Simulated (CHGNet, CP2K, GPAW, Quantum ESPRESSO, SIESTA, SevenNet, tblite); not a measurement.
**A faulty Quantum ESPRESSO run on twisted h-SiC/h-AlN monolayer on bilayer, 46.83° (114 atoms)**

Program: Quantum ESPRESSO 7.5, a calculation on a cell of 38 Si, 38 C, 19 Al and 19 N, with vacuum.

The input, pw.in:

```
&control
  calculation = 'scf'
  pseudo_dir = './pseudo'
  outdir = './tmp'
  disk_io = 'none'
  tprnfor = .true.
/
&system
  ibrav = 0
  nat = 114
  ntyp = 4
  ecutwfc = 8
  ecutrho = 32
  nosym = .true.
  occupations = 'smearing'
  smearing = 'fd'
  degauss = 0.003675
/
&electrons
  conv_thr = 5.7e-07
  electron_maxstep = 50
  mixing_beta = 0.4
  mixing_mode = 'local-TF'
  diagonalization = 'david'
/
ATOMIC_SPECIES
Si 28.085 Si.upf
C 12.011 C.upf
Al 26.982 Al.upf
N 14.007 N.upf
CELL_PARAMETERS angstrom
13.57800 0.00000 0.00000
-6.78900 11.75889 0.00000
0.00000 0.00000 18.58000
ATOMIC_POSITIONS crystal
Si 0.18052 0.77486 0.32523
C 0.19893 0.65340 0.32136
Si 0.28435 0.03942 0.31891
C 0.30021 0.91646 0.31973
Si 0.12382 0.14182 0.32287
C 0.13621 0.01524 0.32318
Si 0.23394 0.40929 0.32948
C 0.24270 0.28029 0.31925
Si 0.33026 0.66589 0.32243
C 0.35307 0.54342 0.31929
[... 100 atom lines left out ...]
Al 0.90368 0.29889 0.67538
N 0.91851 0.43280 0.67684
Al 0.96580 0.71672 0.67200
N 0.98450 0.86461 0.67767
K_POINTS gamma
```

The run is started by

```console
$ OMP_NUM_THREADS=1 mpirun -np 4 pw.x -in pw.in > output.txt
```

What it wrote:

```text
Program PWSCF
     gamma-point specific algorithms are used
     one sub-group per band group will be used
     scalapack distributed-memory algorithm (size of sub-group:  2*  2 procs)
     Parallelization info
     sticks:   dense  smooth     PW     G-vecs:    dense   smooth      PW
     Min         364     364     91                15259    15259    1916
     Max         366     366     92                15262    15262    1921
     Sum        1459    1459    367                61041    61041    7669
     bravais-lattice index     =            0
     lattice parameter (alat)  =      25.6587  a.u.
     unit-cell volume          =   20019.0951 (a.u.)^3
     number of atoms/cell      =          114
     number of atomic types    =            4
     number of electrons       =       456.00
     number of Kohn-Sham states=          274
     kinetic-energy cutoff     =       8.0000  Ry
     charge density cutoff     =      32.0000  Ry
     scf convergence threshold =      5.7E-07
     mixing beta               =       0.4000
     number of iterations used =            8  local-TF  mixing
[... lines left out ...]
     number of k points=     1  Fermi-Dirac smearing, width (Ry)=  0.0037
[... lines left out ...]
     negative rho (up, down):  1.208E+00 0.000E+00
     total energy              =   -2214.85913071 Ry
     estimated scf accuracy    <      12.60366867 Ry
     iteration #  2     ecut=     8.00 Ry     beta= 0.40
     negative rho (up, down):  1.046E+00 0.000E+00
     total energy              =   -2212.45545057 Ry
     estimated scf accuracy    <       6.14214583 Ry
     iteration #  3     ecut=     8.00 Ry     beta= 0.40
[...]
total energy              =   -2212.95361996 Ry
     estimated scf accuracy    <       0.18884014 Ry
[...]
c_bands:  1 eigenvalues not converged
[...]
total energy              =   -2212.94933125 Ry
[...]
iteration # 16     ecut=     8.00 Ry     beta= 0.40
[...]
total energy              =   -2212.94933438 Ry
     estimated scf accuracy    <       0.00000066 Ry
     iteration # 17     ecut=     8.00 Ry     beta= 0.40
     negative rho (up, down):  1.173E+00 0.000E+00
     End of self-consistent calculation
          k = 0.0000 0.0000 0.0000 (  3835 PWs)   bands (ev):
   -19.0423 -18.8677 -18.7591 -18.6759 -18.5821 -18.5332 -18.4815 -18.2681
   -18.2071 -18.1253 -18.0557 -18.0138 -17.9824 -17.9336 -17.8553 -17.8058
   -17.7279 -17.5349 -17.3967 -15.4191 -15.0474 -14.8243 -14.6940 -14.6357
[...]
3.6641   3.6984   3.7354   3.7414   3.7639   3.7684   3.8078   3.8203
     3.8233   3.8447   3.8680   3.9200   3.9539   3.9701   4.0009   4.0202
     4.0423   4.0539
     the Fermi energy is     1.1660 ev
!    total energy              =   -2212.94933574 Ry
     estimated scf accuracy    <       0.00000021 Ry
     smearing contrib. (-TS)   =      -0.00217945 Ry
     internal energy E=F+TS    =   -2212.94715629 Ry
     The total energy is F=E-TS. E is the sum of the following terms:
     one-electron contribution =   -6384.07930429 Ry
     hartree contribution      =    3324.12503473 Ry
     xc contribution           =    -554.13399646 Ry
     ewald contribution        =    2295.36415014 Ry
     one-center paw contrib.   =    -894.22304041 Ry
     convergence has been achieved in  17 iterations
     negative rho (up, down):  1.173E+00 0.000E+00
     Forces acting on atoms (cartesian axes, Ry/au):
     atom    1 type  1   force =    -0.10210159   -0.01513486   -0.03622534
     atom    2 type  2   force =    -0.11662626   -0.11696112   -0.01041919
     atom    3 type  1   force =    -0.09158234   -0.06802377    0.01167339
[...]
atom  113 type  3   force =    -0.01219950    0.00698756    0.01777169
     atom  114 type  4   force =    -0.05062240   -0.12182269    0.02801289
     Total force =     1.625798     Total SCF correction =     0.000778
     Message from routine punch:
     Nothing written, as per user request (disk_io='none')
```

Elapsed: 75 s, on 4 MPI ranks of Arm Neoverse V1, shared host; peak memory 0.58 GiB.

Banners, paths, timers and routine set-up lines are dropped from the logs unmarked, and long logs keep their key lines alone; longer cuts are marked.

Against a plane-wave PBE reference and this program's sound run:

- r.m.s. difference of force components: 623 meV/Å
- longest difference of force vectors: 2402 meV/Å
- force difference over r.m.s. force: 34.95 %
- slope of forces against the reference's: 1.243
- energy less the same-level run's: 6685 meV/atom
- r.m.s. force difference from the same-level run: 623 meV/Å

**Question.** What is wrong with this input?

A cutoff far too low: cutoff 8 Ry. The sound run has cutoff 60 Ry.

The run converged all the same, so the exit status doesn't show the fault.

[Also dropped from logs without a mark: logging warnings of Python, and SIESTA's first energy breakdown and zero terms.]

[Logs are printed without paths, hosts, clocks, repeated set-up lines and the standing remarks that a program may print on its own settings, such as how far it seeks lower states.]

[Hosts, paths, dates, database ids (printed as entryN), source tags and the programs' standing remarks are cut or masked in the printed files.]
